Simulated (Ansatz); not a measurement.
# Is HfTi2 in the C11b ordering a stable metal?

The plan: relax HfTi2 in the C11b ordering, check its phonons, and, if the lattice is stable, compute its Eliashberg function and ρ(T).

Program: Ansatz 0.2.0. Level of theory: DFT PBE, scalar-relativistic, plane waves, PAW. Results are calculated unless marked as measured.

This is a report of a sequence of runs, with most program output left out.

The structure was built from a prototype and need not be the compound's stable phase.

**1. Starting point**

Symmetry: I4/mmm, No. 139, tetragonal system. Conventional cell: a = 3.377 Å, b = 3.377 Å, c = 10.130 Å, α = 90.00°, β = 90.00°, γ = 90.00°. Nearest to Hf lie 8 Ti at 2.92 Å. Ti has 4 Ti at 2.92 Å and 4 Hf at 2.92 Å nearest. Farther neighbours are not listed.

**2. Rough relaxation**

Large forces or a large pressure at the start call for a first relaxation with loose thresholds.

Contents of input.yaml:

```yaml
crystal:
  lattice:
    - [3.37671, 0.0, 0.0]
    - [0.0, 3.37671, 0.0]
    - [1.68836, 1.68836, 5.06507]
  atoms:
    - { symbol: Hf, position: [0.0, 0.0, 0.0] }
    - { symbol: Ti, position: [0.66666667, 0.66666667, 0.66666667] }
    - { symbol: Ti, position: [0.33333333, 0.33333333, 0.33333333] }
kpoints:
  mp_grid: { grid: [6, 6, 6] }
hamiltonian:
  xc: pbe
scf:
  occupations: { method: gaussian, width: 0.1 }
output:
  forces: true
  stress: true
  eigenvalues: true
relax:
  adjacent_minimum: "off"
  f_tol: 0.05
  max_steps: 80
  cell: { stress_tol: 0.5 }
```

Run with:

```
> ansatz run input.yaml --threads 4 --pin off --max-ram 8192MiB --backend cpu --events-out ev --progress --plain --runs-dir out
```

Run time: 6.2 s. Hardware: 4 threads of Intel Xeon Platinum 8488C (Sapphire Rapids), shared host; peak memory 0.46 GiB; 21 s of CPU time.

Relaxation path:

```
step  energy less that of the first step (eV)  largest force component (eV/Å)  pressure (GPa)  volume (Å³)
   1                                   0.0000                          0.6613           -1.66        57.75
   2                                  -0.0975                          0.0882            2.76        55.60
   3                                  -0.0459                          0.4934           -6.47        61.73
   4                                  -0.1616                          0.2399           -0.35        57.34
   5                                  -0.1809                          0.3130           -0.62        57.69
   6                                  -0.1890                          0.0284            1.15        56.60
   7                                  -0.1930                          0.0266            0.17        57.11
  8*                                  -0.1928                          0.0265            0.18        57.11
```

Relaxation steps marked * repeat the geometry before them on a plane-wave basis chosen anew for their cell, so energy and pressure can jump there. Relaxation step 3 was tried and not accepted.

The run keeps the 16 symmetry operations that it works with, so distortions that break them were not tested.

```
conventional cell, symmetrised  before  after  change
                         a (Å)   3.377  3.450  +2.2 %
                         b (Å)   3.377  3.450  +2.2 %
                         c (Å)  10.130  9.599  -5.2 %
              volume (Å³/atom)   19.25  19.04  -1.1 %
```

The atoms that moved most (Å, as changes of fractional coordinates times the final cell):

```csv
atom,dx,dy,dz,length
Ti2,0.000,0.000,-0.209,0.209
Ti3,0.000,0.000,0.209,0.209
```

Final coordinates:

```xyz
3
Lattice="3.4496 0.0000 0.0000 0.0000 3.4496 0.0000 1.7248 1.7248 4.7994" Properties=species:S:1:pos:R:3 pbc="T T T"
Hf    0.0000    0.0000    0.0000
Ti    3.4496    3.4496    2.9908
Ti    1.7248    1.7248    1.8086
```

Numbers from this step:

```yaml
pressure: 0.1769 GPa
volume_per_atom: 19.04 Å³
metallic_on_mesh: yes
gap_on_the_k_mesh: 0 eV
```

The largest force is now 0.026 eV/Å and the largest stress component 0.28 GPa.

**3. Relaxation**

The structure is brought to rest under this functional.

Contents of input.yaml:

```yaml
crystal:
  lattice:
    - [3.4496284706, 0.0, -1.7027e-06]
    - [0.0, 3.4496284706, -1.7027e-06]
    - [1.7248166042, 1.7248166042, 4.7994256254]
  atoms:
    - { symbol: Hf, position: [0.0, 0.0, 0.0] }
    - { symbol: Ti, position: [0.6884160219, 0.6884160219, 0.6231679563] }
    - { symbol: Ti, position: [0.3115839781, 0.3115839781, 0.3768320437] }
kpoints:
  mp_grid: { grid: [10, 10, 10] }
hamiltonian:
  xc: pbe
scf:
  occupations: { method: gaussian, width: 0.1 }
output:
  forces: true
  stress: true
  eigenvalues: true
  write_density: true
  write_potential: true
  elf: true
  volumetric_format: npy
relax:
  adjacent_minimum: "off"
  f_tol: 0.005
  max_steps: 80
  cell: { stress_tol: 0.05 }
```

Elapsed: 7.8 s, on 4 threads; peak memory 0.55 GiB.

Step by step:

```
step  energy less that of the first step (eV)  largest force component (eV/Å)  pressure (GPa)  volume (Å³)
   1                                   0.0000                          0.0287            0.26        57.11
   2                                  -0.0001                          0.0061           -0.19        57.35
   3                                  -0.0002                          0.0007            0.01        57.24
   4                                  -0.0002                          0.0007            0.01        57.24
```

The log counts 1 steps on a newly chosen plane-wave basis, not all of them marked here; energy and pressure can jump at such steps.

| conventional cell, symmetrised | before | after | change |
| --- | --- | --- | --- |
| a (Å) | 3.450 | 3.450 | +0.0 % |
| b (Å) | 3.450 | 3.450 | +0.0 % |
| c (Å) | 9.599 | 9.619 | +0.2 % |
| volume (Å³/atom) | 19.04 | 19.08 | +0.2 % |

The relaxed structure:

```cif
data_structure
_symmetry_space_group_name_H-M 'P 1'
_symmetry_Int_Tables_number 1
_cell_length_a 3.4499
_cell_length_b 3.4499
_cell_length_c 5.3928
_cell_angle_alpha 71.346
_cell_angle_beta 71.346
_cell_angle_gamma 90.000
_cell_volume 57.24
loop_
_atom_site_label
_atom_site_type_symbol
_atom_site_fract_x
_atom_site_fract_y
_atom_site_fract_z
_atom_site_occupancy
Hf1 Hf 0.00000 0.00000 0.00000 1
Ti2 Ti 0.68815 0.68815 0.62370 1
Ti3 Ti 0.31185 0.31185 0.37630 1
```

Numbers from this step:

| Property | Result |
| --- | --- |
| pressure | 0.01317 GPa |
| volume per atom | 19.08 Å³ |

Valence density in the ac plane of the conventional cell at fractional y = 0.000, with atoms of Hf and Ti within 0.2 Å of it. It is the smooth field of the valence electrons, not physical close to the nuclei.

Values in e/Å³, 24 rows by 14 columns, each cell a mean:
```
23 17  7  2  1  0  0  0  0  0  1  3 11 20
 6  4  2  1  0  0  0  0  0  0  0  1  3  5
 1  0  0  0  0  0  0  0  0  0  0  0  0  1
 0  0  0  0  0  0  0  0  0  0  0  0  0  0
 0  0  0  0  0  0  0  0  0  0  0  0  0  0
 2  2  1  0  0  0  0  0  0  0  0  0  1  2
 8  6  3  1  0  0  0  0  0  0  0  1  4  7
10  8  4  1  0  0  0  0  0  0  0  2  6  9
 5  4  2  1  0  0  0  0  0  0  0  1  3  5
 1  1  0  0  0  0  0  0  0  0  0  0  0  1
 0  0  0  0  0  0  0  0  0  0  0  0  0  0
 0  0  0  0  0  0  0  0  0  0  0  0  0  0
 0  0  0  0  0  0  0  0  0  0  0  0  0  0
 0  0  0  0  0  0  0  0  0  0  0  0  0  0
 2  2  1  0  0  0  0  0  0  0  0  0  1  2
 8  6  3  1  0  0  0  0  0  0  0  1  4  7
10  8  4  1  0  0  0  0  0  0  1  2  6  9
 6  4  2  1  0  0  0  0  0  0  0  1  3  5
 1  1  0  0  0  0  0  0  0  0  0  0  1  1
 0  0  0  0  0  0  0  0  0  0  0  0  0  0
 0  0  0  0  0  0  0  0  0  0  0  0  0  0
 1  1  1  0  0  0  0  0  0  0  0  0  1  1
12  9  4  1  0  0  0  0  0  0  1  2  5 10
30 22  9  3  1  0  0  0  0  0  1  4 14 26
```
Columns run along a (3.4 Å), rows up along c (9.6 Å), edges of the conventional cell, whose origin can differ from the input's. Atoms in or near the plane, at fractional coordinates: Hf at (0.00, 0.00), Ti at (0.00, 0.31), Ti at (0.00, 0.69).

Electrostatic potential energy in the ac plane of the conventional cell at fractional y = 0.000, with atoms of Hf and Ti within 0.2 Å of it. With pseudopotentials it is smooth inside the atoms' cores, unlike the true potential.

Ten even steps from '0' (-23 eV) to '9' (18 eV), each cell a mean:
```
00036899985100
11368999987521
67789999999876
88999999999998
78899999999988
23578999998643
00147999986310
00137999986200
01258999997421
55789999998865
99999999999999
99999999999999
99999999999999
88899999999988
23578999998643
00147999986310
00137999986200
01258999997420
55789999998865
88999999999998
88899999999988
45678999998754
00147899986300
10026899974100
```
Columns run along a (3.4 Å; values clipped at the 3rd and 97th percentile), rows up along c (9.6 Å), edges of the conventional cell, whose origin can differ from the input's. Atoms in or near the plane, at fractional coordinates: Hf at (0.00, 0.00), Ti at (0.00, 0.31), Ti at (0.00, 0.69).

ELF in the ac plane of the conventional cell at fractional y = 0.000, with atoms of Hf and Ti within 0.2 Å of it. It is the smooth field of the valence electrons, not physical close to the nuclei.

Ten even steps from '0' (0.14) to '9' (0.83), each cell a mean:
```
99851023102699
76410245310257
11113566643111
11356766676421
00135666664210
44201355420024
35520145300364
03630146300451
56410256410255
21001356520012
12234444443221
66655433345666
45554433345555
00013455442100
54100356520024
35520256400364
03630145300451
56410245410255
21012455542012
11356666666421
11245666665321
32112456531123
98630134201479
99961023102799
```
Columns run along a (3.4 Å), rows up along c (9.6 Å), edges of the conventional cell, whose origin can differ from the input's. Atoms in or near the plane, at fractional coordinates: Hf at (0.00, 0.00), Ti at (0.00, 0.31), Ti at (0.00, 0.69).

The largest force is now 7.0e-4 eV/Å and the largest stress component 0.021 GPa.

**4. Tight relaxation**

Phonons are second derivatives about the minimum, so the remaining forces must be small: the thresholds are tightened.

Contents of input.yaml:

```yaml
crystal:
  lattice:
    - [3.4498680742, 0.0, -1.7028e-06]
    - [0.0, 3.4498680742, -1.7028e-06]
    - [1.724936411, 1.724936411, 4.8095394339]
  atoms:
    - { symbol: Hf, position: [0.0, 0.0, 0.0] }
    - { symbol: Ti, position: [0.6881492628, 0.6881492628, 0.6237014744] }
    - { symbol: Ti, position: [0.3118507372, 0.3118507372, 0.3762985256] }
kpoints:
  mp_grid: { grid: [8, 8, 8] }
hamiltonian:
  xc: pbe
scf:
  occupations: { method: methfessel_paxton, width: 0.2 }
output:
  forces: true
  stress: true
  eigenvalues: true
relax:
  adjacent_minimum: "off"
  f_tol: 0.001
  max_steps: 60
  cell: { stress_tol: 0.01 }
```

It took 6.6 s on 4 threads; peak memory 0.5 GiB; 23 s of CPU time.

Relaxation path:

```
step  energy less that of the first step (eV)  largest force component (eV/Å)  pressure (GPa)  volume (Å³)
   1                                   0.0000                          0.0139           -0.03        57.24
   2                                  -0.0001                          0.0124           -0.02        57.24
   3                                  -0.0001                          0.0014            0.02        57.21
   4                                  -0.0001                          0.0013           -0.02        57.23
   5                                  -0.0001                          0.0000            0.00        57.22
   6                                  -0.0001                          0.0000            0.00        57.22
```

The log counts 1 steps on a newly chosen plane-wave basis, not all of them marked here; energy and pressure can jump at such steps.

| conventional cell, symmetrised | before | after | change |
| --- | --- | --- | --- |
| a (Å) | 3.450 | 3.453 | +0.1 % |
| b (Å) | 3.450 | 3.453 | +0.1 % |
| c (Å) | 9.619 | 9.600 | -0.2 % |
| volume (Å³/atom) | 19.08 | 19.07 | -0.0 % |

Final coordinates:

```xyz
3
Lattice="3.4527 0.0000 0.0000 0.0000 3.4527 0.0000 1.7264 1.7264 4.7999" Properties=species:S:1:pos:R:3 pbc="T T T"
Hf    0.0000    0.0000    0.0000
Ti    3.4527    3.4527    2.9932
Ti    1.7264    1.7264    1.8066
```

Numbers from this step:

| Property | Result |
| --- | --- |
| pressure | -2.17e-4 GPa |
| volume per atom | 19.07 Å³ |

The largest force is now 2.5e-6 eV/Å and the largest stress component 0.0021 GPa, small enough for phonons.

**5. Phonons: q 2×2×2, k 6×6×6**

Before any scattering is computed, the phonons show whether the structure is a minimum.

Contents of input.yaml:

```yaml
crystal:
  lattice:
    - [3.4527115516, 0.0, -1.7042e-06]
    - [0.0, 3.4527115516, -1.7042e-06]
    - [1.726358145, 1.726358145, 4.7998807404]
  atoms:
    - { symbol: Hf, position: [0.0, 0.0, 0.0] }
    - { symbol: Ti, position: [0.6881967094, 0.6881967094, 0.6236065812] }
    - { symbol: Ti, position: [0.3118032906, 0.3118032906, 0.3763934188] }
kpoints:
  mp_grid: { grid: [6, 6, 6] }
hamiltonian:
  xc: pbe
scf:
  occupations: { method: methfessel_paxton, width: 0.2 }
output:
  eigenvalues: true
phonons:
  method: dfpt
  qmesh: [2, 2, 2]
  temperatures: { t_max: 1000, t_step: 50 }
  qpath:
    path:
      - [[0.0, 0.0, 0.0], [0.5, 0.5, 0.5], [0.5, 0.5, 0.75], [0.5, 0.0, 0.5], [0.0, 0.0, 0.0], [0.0, 0.0, 0.5], [0.43532009, 0.0, 0.71766005]]
      - [[0.56467991, 0.0, 0.28233995], [0.0, 0.0, 0.0]]
      - [[0.5, 0.5, 0.5], [0.56467991, 0.43532009, 0.5]]
      - [[0.43532009, 0.43532009, 0.93532009], [0.0, 0.0, 0.5]]
    npoints: 10
```

Run time: 47 s. Hardware: 4 threads; peak memory 0.89 GiB; 2.9 min of CPU time.

This step gave:

| Property | Result |
| --- | --- |
| share of imaginary modes in the plain interpolation between solved wavevectors | 0.0344 |
| highest frequency, solved or plainly interpolated | 274.2 cm⁻¹ |

Solved on the 2×2×2 mesh alone; all other wavevectors are interpolated. Phonon branches along the path, in cm⁻¹:

| point | branch 1 | branch 2 | branch 3 | branch 4 | branch 5 | branch 6 | branch 7 | branch 8 | branch 9 |
| --- | --- | --- | --- | --- | --- | --- | --- | --- | --- |
| Γ | 0 | 0 | 0 | 82 | 82 | 189 | 220 | 274 | 274 |
| halfway | -46 | 69 | 73 | 85 | 162 | 171 | 211 | 215 | 261 |
| X | -114 | -76 | 78 | 82 | 98 | 179 | 206 | 225 | 231 |
| halfway | -110 | -83 | 79 | 82 | 93 | 178 | 209 | 226 | 230 |
| P | -97 | -97 | 80 | 80 | 88 | 177 | 212 | 228 | 228 |
| halfway | 65 | 68 | 74 | 92 | 98 | 179 | 203 | 224 | 238 |
| N | 66 | 73 | 100 | 148 | 153 | 198 | 199 | 212 | 231 |
| halfway | 50 | 56 | 78 | 99 | 126 | 178 | 216 | 250 | 259 |
| Γ | 0 | 0 | 0 | 82 | 82 | 189 | 220 | 274 | 274 |
| halfway | 36 | 36 | 71 | 85 | 85 | 172 | 232 | 264 | 264 |
| M | 49 | 49 | 88 | 88 | 113 | 159 | 235 | 254 | 254 |
| halfway | 61 | 62 | 94 | 116 | 135 | 161 | 227 | 241 | 241 |
| S | 73 | 78 | 100 | 136 | 159 | 204 | 205 | 214 | 217 |
| jump to S0 | 73 | 78 | 100 | 136 | 159 | 204 | 205 | 214 | 217 |
| halfway | 58 | 58 | 77 | 104 | 131 | 180 | 212 | 245 | 259 |
| Γ | 0 | 0 | 0 | 82 | 82 | 189 | 220 | 274 | 274 |
| jump to X | -114 | -76 | 78 | 82 | 98 | 179 | 206 | 225 | 231 |
| halfway | -111 | -74 | 78 | 82 | 98 | 179 | 205 | 226 | 231 |
| R | -98 | -68 | 77 | 83 | 99 | 179 | 204 | 228 | 231 |
| jump to G | -98 | -68 | 77 | 83 | 99 | 179 | 204 | 228 | 231 |
| halfway | 61 | 77 | 77 | 109 | 155 | 163 | 203 | 225 | 250 |
| M | 49 | 49 | 88 | 88 | 113 | 159 | 235 | 254 | 254 |

Lowest modes at the softest wavevector of the mesh. Modes at q = (0.500, 0.500, 0.500), with each element's share of the kinetic energy (negative means imaginary):

```
mode  frequency (cm⁻¹)  Hf %  Ti %
   1            -114.5     1    99
   2             -76.3     0   100
   3              78.4    99     1
   4              82.0    99     1
   5              98.2    90    10
   6             179.1     0   100
```

Displacements in mode 1 (-114.5 cm⁻¹), the largest set to 1, in the home cell:
```
Hf1  0.09 -0.09  0.00
Ti2  1.00 -1.00  0.00
Ti3 -1.00  1.00  0.00
```

Displacements in mode 6 (179.1 cm⁻¹), the largest set to 1, in the home cell:
```
Hf1 0.00 0.00 0.00
Ti2 0.00 0.00 1.00
Ti3 0.00 0.00 1.00
```

Among the solved wavevectors the lowest mode, translations apart, is -114 cm⁻¹, imaginary.

**6. Phonons: q 2×2×2, k 8×8×8**

An imaginary mode on so few k-points may come from the sampling, so the phonons are repeated with another k mesh.

input.yaml: that of step 5 with these lines changed.

```diff
@@ -10,3 +10,3 @@
 kpoints:
-  mp_grid: { grid: [6, 6, 6] }
+  mp_grid: { grid: [8, 8, 8] }
 hamiltonian:
```

The mesh is denser.

Elapsed: 96 s, on 4 threads; peak memory 1.4 GiB.

This step gave:

- share of imaginary modes in the plain interpolation between solved wavevectors: 0.042
- highest frequency, solved or plainly interpolated: 271.0 cm⁻¹

Solved on the 2×2×2 mesh alone; all other wavevectors are interpolated. Phonon branches along the path, in cm⁻¹:

```csv
point,branch 1,branch 2,branch 3,branch 4,branch 5,branch 6,branch 7,branch 8,branch 9
Γ,0,0,0,90,90,189,212,271,271
halfway,-57,69,73,85,158,167,207,211,260
X,-122,-86,76,80,96,178,205,222,235
halfway,-117,-92,76,79,91,177,208,224,233
P,-106,-106,78,78,86,176,212,229,229
halfway,51,62,70,86,96,174,202,223,237
N,62,73,98,141,150,191,194,209,230
halfway,49,56,78,98,125,175,210,247,256
Γ,0,0,0,90,90,189,212,271,271
halfway,37,37,70,89,89,170,229,262,262
M,51,51,88,88,114,157,233,253,253
halfway,62,62,93,114,134,158,225,239,239
S,73,75,99,131,154,200,201,210,214
jump to S0,73,75,99,131,154,200,201,210,214
halfway,58,59,76,102,129,177,206,241,256
Γ,0,0,0,90,90,189,212,271,271
jump to X,-122,-86,76,80,96,178,205,222,235
halfway,-118,-84,76,80,97,178,204,223,235
R,-107,-79,75,80,98,178,202,224,234
jump to G,-107,-79,75,80,98,178,202,224,234
halfway,60,69,75,108,152,163,200,223,247
M,51,51,88,88,114,157,233,253,253
```

Lowest modes at the softest wavevector of the mesh. Modes at q = (0.500, 0.500, 0.500), with each element's share of the kinetic energy (negative means imaginary):

| mode | frequency (cm⁻¹) | Hf % | Ti % |
| --- | --- | --- | --- |
| 1 | -121.7 | 1 | 99 |
| 2 | -86.0 | 0 | 100 |
| 3 | 75.7 | 99 | 1 |
| 4 | 79.6 | 98 | 2 |
| 5 | 96.4 | 90 | 10 |
| 6 | 178.4 | 0 | 100 |

Displacements in mode 1 (-121.7 cm⁻¹), the largest set to 1, in the home cell:
```
Hf1 -0.08  0.08  0.00
Ti2 -1.00  1.00  0.00
Ti3  1.00 -1.00  0.00
```

Displacements in mode 6 (178.4 cm⁻¹), the largest set to 1, in the home cell:
```
Hf1 0.00 0.00 0.00
Ti2 0.00 0.00 1.00
Ti3 0.00 0.00 1.00
```

The modes has structure finer than the step of the table below, so its rows give means over 10 cm⁻¹, whole bins alone (the curve runs from -131 to 289 cm⁻¹). Peaks (cm⁻¹: height): Hf 72.6: 0.0645; Ti 91.1: 0.0300, 175.6: 0.0514, 199.4: 0.0454, 225.8: 0.0630.

Phonopy on the run's constants, 17x17x11 mesh, Gaussian sigma 3.0 cm⁻¹. The modes by wavenumber; means over each step; values in 1/cm⁻¹/cell:

```csv
wavenumber (cm⁻¹),Hf,Ti
-120,1.1e-5,8.5e-4
-110,3.6e-5,0.00232
-100,6.1e-5,0.00333
-90,6.8e-5,0.00402
-80,1.2e-4,0.00499
-70,1.2e-4,0.00405
-60,1.9e-4,0.00436
-50,2.5e-4,0.00374
-40,2.2e-4,0.00319
-30,3.2e-4,0.00236
-20,3.2e-4,0.00196
-10,8.2e-5,7.5e-4
0,1.8e-4,3.9e-4
10,7.8e-4,0.00137
20,0.00191,0.00239
30,0.00383,0.00418
40,0.00758,0.00567
50,0.0190,0.00839
60,0.0376,0.0121
70,0.0575,0.0104
80,0.0566,0.0114
90,0.0450,0.0264
100,0.0334,0.0165
110,0.00876,0.0123
120,0.00191,0.0142
130,9.2e-4,0.0120
140,0.00111,0.0147
150,0.00190,0.0184
160,0.00415,0.0268
170,0.00604,0.0345
180,0.00483,0.0322
190,0.00129,0.0206
200,0.00179,0.0421
210,6.2e-4,0.0345
220,4.6e-4,0.0515
230,4.1e-4,0.0541
240,2.6e-4,0.0411
250,1.9e-4,0.0308
260,7.1e-5,0.0189
270,6.5e-6,0.00593
280,0,1.3e-4
```

No LO-TO term; unit eigenvectors of the mass-weighted matrix. The modes at Γ (shares of kinetic energy by element, %):

```
mode  frequency (cm⁻¹)  symmetry  Hf %  Ti %
   1               0.0   unnamed    65    35
   2               0.0   unnamed    65    35
   3               0.0   unnamed    65    35
   4              89.9        Eu    35    65
   5              89.9        Eu    35    65
   6             189.3       A2u    35    65
   7             211.8       A1g     0   100
   8             271.0        Eg     0   100
   9             271.0        Eg     0   100
```

Displacements in mode 5 (89.9 cm⁻¹), the largest set to 1:
```
Hf1  0.28  0.54  0.00
Ti2 -0.52 -1.00  0.00
Ti3 -0.52 -1.00  0.00
```

Displacements in mode 9 (271.0 cm⁻¹), the largest set to 1:
```
Hf1  0.00  0.00  0.00
Ti2  0.09  1.00  0.00
Ti3 -0.09 -1.00  0.00
```

Among the solved wavevectors the lowest mode, translations apart, is -122 cm⁻¹, imaginary.

**7. Summary of results**

```json
{
 "phonon run of the rows without a label of their own": "PBE, q 2×2×2, k 8×8×8",
 "softest mode on the q mesh": "-122 cm⁻¹ at q = (0.5, 0.5, 0.5)",
 "highest frequency, solved or plainly interpolated": "271 cm⁻¹"
}
```

**Reading.** The lattice is dynamically unstable at this level: a mode at q = (0.5, 0.5, 0.5) is imaginary, 122i cm⁻¹, so no harmonic coupling constant or resistivity is defined for this structure. These meshes are coarse, and single modes of a metal can move by tens of cm⁻¹ with the k mesh. Spin–orbit coupling, left out here, matters for Hf. The phonon runs are not spin-polarised. The structure was built by hand as an ordered model, and its stability against other phases was not tested.

[Logs are printed without paths, hosts, clocks, repeated set-up lines and the standing remarks that a program may print on its own settings, such as how far it seeks lower states.]

[Hosts, paths, dates, database ids (printed as entryN), source tags and the programs' standing remarks are cut or masked in the printed files.]
